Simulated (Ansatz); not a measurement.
# Tetragonal SnO monolayer in a perpendicular field, part 2 of 2

Wanted: the out-of-plane response of the tetragonal SnO monolayer. A positive field points along +c.

Ansatz 0.2.0; plane-wave DFT, RPBE-D3(BJ), Ansatz PAW (the session's first sound run).

So far. Step 11 (Relaxing in the field, field -0.1 V/Å): The dipole is -0.0400 e·Å, and the gap on the mesh 3.197 eV. Step 12 (Response, atoms relaxed): The induced dipole is that of a conductor 5.23 Å thick.

## 13. With spin-orbit coupling, k-mesh 8×8×1

This step: plane-wave DFT, PBE, fully relativistic PAW with spin-orbit coupling (Ansatz 0.2.0).

Heavy atoms split their bands by spin-orbit coupling, so this run uses fully relativistic files and two-component states.

Input file input.yaml:

```yaml
crystal:
  lattice:
    - [3.7189106451, 0.0, 0.0]
    - [0.0, 3.7189106451, 0.0]
    - [0.0, 0.0, 20.3547145438]
  atoms:
    - { symbol: Sn, position: [0.5, 0.0, 0.4421580062] }
    - { symbol: O, position: [0.0, 0.0, 0.5] }
    - { symbol: O, position: [0.5, 0.5, 0.5] }
    - { symbol: Sn, position: [0.0, 0.5, 0.5578419938] }
kpoints:
  mp_grid: { grid: [8, 8, 1] }
  band_path:
    path: [[0, 0, 0], [0.5, 0, 0], [0.5, 0.5, 0], [0, 0, 0]]
    npoints: 16
hamiltonian:
  xc: pbe
  pseudopotentials: { kind: paw_fr }
magnetization:
  noncollinear: true
  spin_orbit: true
scf:
  occupations: { method: fermi_dirac, width: 0.05 }
  convergence: { dr2_threshold: 1.0e-09 }
efield:
  axis: 3
  dipole_correction: true
  ramp_position: 0.97
  ramp_width: 0.06
  amplitude: 0
output:
  write_potential: true
  write_density: true
  volumetric_format: npy
```

Started as:

```sh
$ ansatz run input.yaml --threads 2 --pin off --max-ram 3072MiB --backend cpu --events-out ev --progress --plain --runs-dir out
```

Elapsed: 3.1 min, on 2 threads of Arm Neoverse N1, shared host; peak memory 1.1 GiB.

Numbers from this step:

```yaml
gap_on_the_k_mesh: 3.099 eV
dipole_along_the_normal: -1.01e-7 e·Å
gap_along_the_path: 3.092 eV
smallest_direct_gap_along_the_path: 3.299 eV
ionisation_energy_upper_face: 5.561 eV
electron_affinity_upper_face: 2.469 eV
gap_the_smaller_of_path_and_mesh: 3.092 eV
```

Electronic bands along the path, in eV, zero at the Fermi level of the run, which the smearing sets inside the gap:

| point | band 37 | band 38 | band 39 | band 40 | band 41 | band 42 | band 43 | band 44 |
| --- | --- | --- | --- | --- | --- | --- | --- | --- |
| Γ | -3.30 | -3.30 | -1.69 | -1.69 | 1.84 | 1.84 | 1.91 | 1.91 |
| halfway | -3.18 | -3.18 | -1.60 | -1.60 | 2.52 | 2.52 | 2.73 | 2.73 |
| X | -2.09 | -2.09 | -2.09 | -2.09 | 1.63 | 1.63 | 1.63 | 1.63 |
| halfway | -2.08 | -2.08 | -2.07 | -2.07 | 1.71 | 1.71 | 1.73 | 1.73 |
| M | -2.11 | -2.11 | -2.11 | -2.11 | 1.64 | 1.64 | 1.64 | 1.64 |
| halfway | -2.95 | -2.95 | -1.58 | -1.58 | 2.01 | 2.01 | 3.33 | 3.33 |
| Γ | -3.30 | -3.30 | -1.69 | -1.69 | 1.84 | 1.84 | 1.91 | 1.91 |

The gap is 3.09 eV, with the valence edge 5.56 eV and the conduction edge 2.47 eV under the upper vacuum level.

## 14. With spin-orbit coupling, k-mesh 8×8×1, field 0.2 V/Å

The same in a field along the normal.

Edit input.yaml of step 13 so:

```diff
@@ -12,5 +12,3 @@
   mp_grid: { grid: [8, 8, 1] }
-  band_path:
-    path: [[0, 0, 0], [0.5, 0, 0], [0.5, 0.5, 0], [0, 0, 0]]
-    npoints: 16
+  band_path: { path: [[0, 0, 0], [0.12, 0, 0]], npoints: 24 }
 hamiltonian:
@@ -29,3 +27,3 @@
   ramp_width: 0.06
-  amplitude: 0
+  amplitude: 0.2
 output:
```

Wall time 2.4 min (2 threads); peak memory 1.1 GiB.

This step gave:

```yaml
gap_on_the_k_mesh: 3.093 eV
dipole_along_the_normal: 0.07461 e·Å
gap_along_the_path: 3.420 eV
smallest_direct_gap_along_the_path: 3.453 eV
gap_the_smaller_of_path_and_mesh: 3.093 eV
```

The dipole is 0.0746 e·Å, and the gap 3.093 eV.

## 15. Varying the input

This step: plane-wave DFT, RPBE-D3(BJ), Ansatz PAW (Ansatz 0.2.0).

An input spoilt on purpose, to show how the run answers: it repeats the earlier run at 0.1 V/Å with crystal.lattice to [[7.02772251, 0.0, 0.0], [0.0, 7.02772251, -0.0], [0.0, 0.0, 38.46483533]], and scf.max_iter set to 80.

The cell differs from the one that the last finished run ended in (a 3.719 → 7.028 Å, b 3.719 → 7.028 Å, c 20.355 → 38.465 Å).

Input file input.yaml:

```yaml
crystal:
  lattice:
    - [7.02772251, 0.0, 0.0]
    - [0.0, 7.02772251, 0.0]
    - [0.0, 0.0, 38.46483533]
  atoms:
    - { symbol: Sn, position: [0.5, 0.0, 0.4421580062] }
    - { symbol: O, position: [0.0, 0.0, 0.5] }
    - { symbol: O, position: [0.5, 0.5, 0.5] }
    - { symbol: Sn, position: [0.0, 0.5, 0.5578419938] }
kpoints:
  mp_grid: { grid: [12, 12, 1] }
  band_path:
    path: [[0, 0, 0], [0.5, 0, 0], [0.5, 0.5, 0], [0, 0, 0]]
    npoints: 16
hamiltonian:
  xc: rpbe
  dispersion: d3bj
scf:
  occupations: { method: fermi_dirac, width: 0.05 }
  convergence: { dr2_threshold: 1.0e-10 }
  max_iter: 80
efield:
  axis: 3
  dipole_correction: true
  ramp_position: 0.97
  ramp_width: 0.06
  amplitude: 0.1
output:
  write_potential: true
  write_density: true
  volumetric_format: npy
```

Wall time 8 min (2 threads); peak memory 2.4 GiB; 15 min of CPU time.

```csv
quantity,this run,earlier run,difference
dipole along the normal (e·Å),0.1708,0.03740,0.13
gap along the path (eV),0.1734,3.187,-3.0
smallest direct gap along the path (eV),0.2275,3.403,-3.2
```

What moves beyond 0.01 in its unit (for the dipole 0.5 % and 5e-5 e·Å): dipole along the normal (+0.133 e·Å), smallest direct gap along the path (-3.18 eV) and gap along the path (-3.01 eV).

The fault (a lattice typed in bohr) shows in the results, which are not taken further.

## 16. The same run with other settings: scf.mixing.algorithm = "broyden" and scf.mixing.beta = 0.9

Another changed input: it repeats the earlier run at 0.1 V/Å with scf.mixing.algorithm to broyden and scf.mixing.beta to 0.9.

Edit input.yaml of step 15 so:

```diff
@@ -2,5 +2,5 @@
   lattice:
-    - [7.02772251, 0.0, 0.0]
-    - [0.0, 7.02772251, 0.0]
-    - [0.0, 0.0, 38.46483533]
+    - [3.7189106451, 0.0, 0.0]
+    - [0.0, 3.7189106451, 0.0]
+    - [0.0, 0.0, 20.3547145438]
   atoms:
@@ -21,3 +21,3 @@
   convergence: { dr2_threshold: 1.0e-10 }
-  max_iter: 80
+  mixing: { algorithm: broyden, beta: 0.9 }
 efield:
```

Elapsed: 45 s, on 2 threads; peak memory 0.52 GiB.

This step gave:

| Item | Value |
| --- | --- |
| gap on the k-mesh | 3.200 eV |
| dipole along the normal | 0.03740 e·Å |
| gap along the path | 3.187 eV |
| smallest direct gap along the path | 3.403 eV |
| gap, the smaller of path and mesh | 3.187 eV |

Electronic bands along the path, in eV, zero at the Fermi level of the run, which the smearing sets inside the gap:

```csv
point,band 17,band 18,band 19,band 20,band 21,band 22,band 23,band 24
Γ,-3.89,-3.38,-3.38,-1.73,1.79,1.99,3.37,3.92
halfway,-4.42,-3.93,-3.22,-1.64,2.58,2.74,3.00,3.94
X,-5.13,-5.13,-2.16,-2.12,1.63,1.70,4.55,4.69
halfway,-3.61,-3.61,-2.15,-2.10,1.74,1.79,4.22,4.28
M,-2.71,-2.70,-2.18,-2.12,1.65,1.65,3.79,3.79
halfway,-4.91,-3.22,-2.99,-1.63,2.09,3.34,3.49,3.77
Γ,-3.89,-3.38,-3.38,-1.73,1.79,1.99,3.37,3.92
```

```
                               quantity  this run  earlier run  difference
          dipole along the normal (e·Å)   0.03740      0.03740      2.4e-7
                gap along the path (eV)     3.187        3.187      2.0e-6
smallest direct gap along the path (eV)     3.403        3.403      4.0e-6
                 gap on the k-mesh (eV)     3.200        3.200      2.6e-6
```

Nothing in the table moves by 0.01 in its unit (for the dipole 0.5 % and 5e-5 e·Å).

## 17. Results

```json
{
  "gap without field": "3.19 eV",
  "ionisation energy, upper face": "5.46 eV",
  "electron affinity, upper face": "2.27 eV",
  "equivalent conductor thickness, atoms held": "4.89 Å",
  "equivalent conductor thickness, atoms relaxed": "5.23 Å"
}
```

In words: The induced dipole equals that of a perfect conductor 4.89 Å thick, while the outer atoms lie 2.35 Å apart; an out-of-plane ε follows only once a thickness t is chosen, by 1 − 1/ε = 4.89 Å / t. The gap goes from 3.19 eV to 3.15 eV at 0.35 V/Å. Letting the atoms follow the field adds 0.34 Å to the equivalent conductor thickness: the ionic part of the response. Semilocal functionals give gaps that are too small, and excitons are not included. The field series itself is without spin-orbit coupling. RPBE with D3(BJ) overbinds, and the relaxed cell is some per cent too small. With this functional, D3(BJ) tends to leave the relaxed cell short of measured lattice constants, by some per cent.

[Logs are printed without paths, hosts, clocks, repeated set-up lines and the standing remarks that a program may print on its own settings, such as how far it seeks lower states.]

[Hosts, paths, dates, database ids (printed as entryN), source tags and the programs' standing remarks are cut or masked in the printed files.]

[Maps of the electrostatic potential energy from Ansatz leave out the sawtooth potential of an applied field or a dipole correction, so their vacuum need not be flat; planar profiles and work functions include it.]
